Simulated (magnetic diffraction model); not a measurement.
**Magnetic neutron pattern of Cs2ErTlI6**

Space group Fm-3m (no. 225), a = 12.6160 Å.

| site | atom | x | y | z |
| --- | --- | --- | --- | --- |
| 4b | Tl | 1/2 | 0 | 0 |
| 4a | Er | 0 | 0 | 0 |
| 8c | Cs | 1/4 | 3/4 | 3/4 |
| 24e | I | 0 | 0 | 0.7730 |

This is a made-up structure (elements placed in a structure type, unrelaxed), so the numbers test the method and describe no known phase.

Only Er is taken to order (form factors of Er3+); orders and moment sizes are assumed, and not adapted to the symmetry. Radiation: neutrons of λ = 2.36 Å, 5° to 85°; isotropic B of 0.27 Å² (Tl), 0.29 Å² (Er), 0.34 Å² (Cs) and 0.32 Å² (I). The intensities are simulated: I ∝ L Σ (|F_N|² + |F_M⊥|²) for unpolarised neutrons, with F_M = 2.695 fm/μB × Σ f(s) S exp(2πi Q·r) exp(−B s²) at Q = H ± k (one set where k and −k are equivalent), only the part normal to Q counting and L = 1/(sin²θ cos θ). For collinear order S is the moment m, which repeats by lattice and centring translations R with the sign exp(−2πi k·R). Form factors are spin-only for 3d ions and dipole or tabulated for f ions, scattering lengths are Sears's of 1992, and absorption is left out. A label names one of the reflections at its angle. The strongest nuclear line in the range is 100, and lines under 0.2 are left out.

Assume the order k = (0 0 0), collinear moments along [111], 8.3 μB on Er.

Predict the pattern, nuclear and magnetic parts apart.

```tsv
2θ (°)	index	nuclear	magnetic
18.65	(1 1 1)	2.6	65.4
21.56	(2 0 0)	32.1	36.5
30.68	(2 2 0)	36.5	35.3
36.14	(3 1 1)	1.0	50.2
37.81	(2 2 2)	31.8	15.2
43.94	(4 0 0)	98.8	8.3
48.12	(3 3 1)	7.1	27.4
49.45	(4 2 0)	22.1	25.9
54.54	(4 2 2)	21.3	21.0
58.16	(5 1 1)	11.2	24.4
63.89	(4 4 0)	100.0	7.5
67.19	(5 3 1)	1.1	27.0
68.28	(6 0 0)	16.3	16.3
72.53	(6 2 0)	23.9	11.5
75.66	(5 3 3)	0.4	10.6
76.69	(6 2 2)	22.7	10.3
80.78	(4 4 4)	45.8	3.1
83.82	(7 1 1)	11.7	17.4
84.83	(6 4 0)	15.1	8.5
```

The strongest magnetic line in the range is (1 1 1) at 18.65° (65.4). On top of the Lorentz factor, which all lines share, magnetic lines fade with angle because f falls: for Er3+ it is 0.96, 0.86, 0.73 and 0.47 at sin θ/λ = 0.1, 0.2, 0.3 and 0.5 Å⁻¹, while nuclear lengths stay constant. The net moment is 8.30 μB a primitive cell.

[Logs are printed without paths, hosts, clocks, repeated set-up lines and the standing remarks that a program may print on its own settings, such as how far it seeks lower states.]
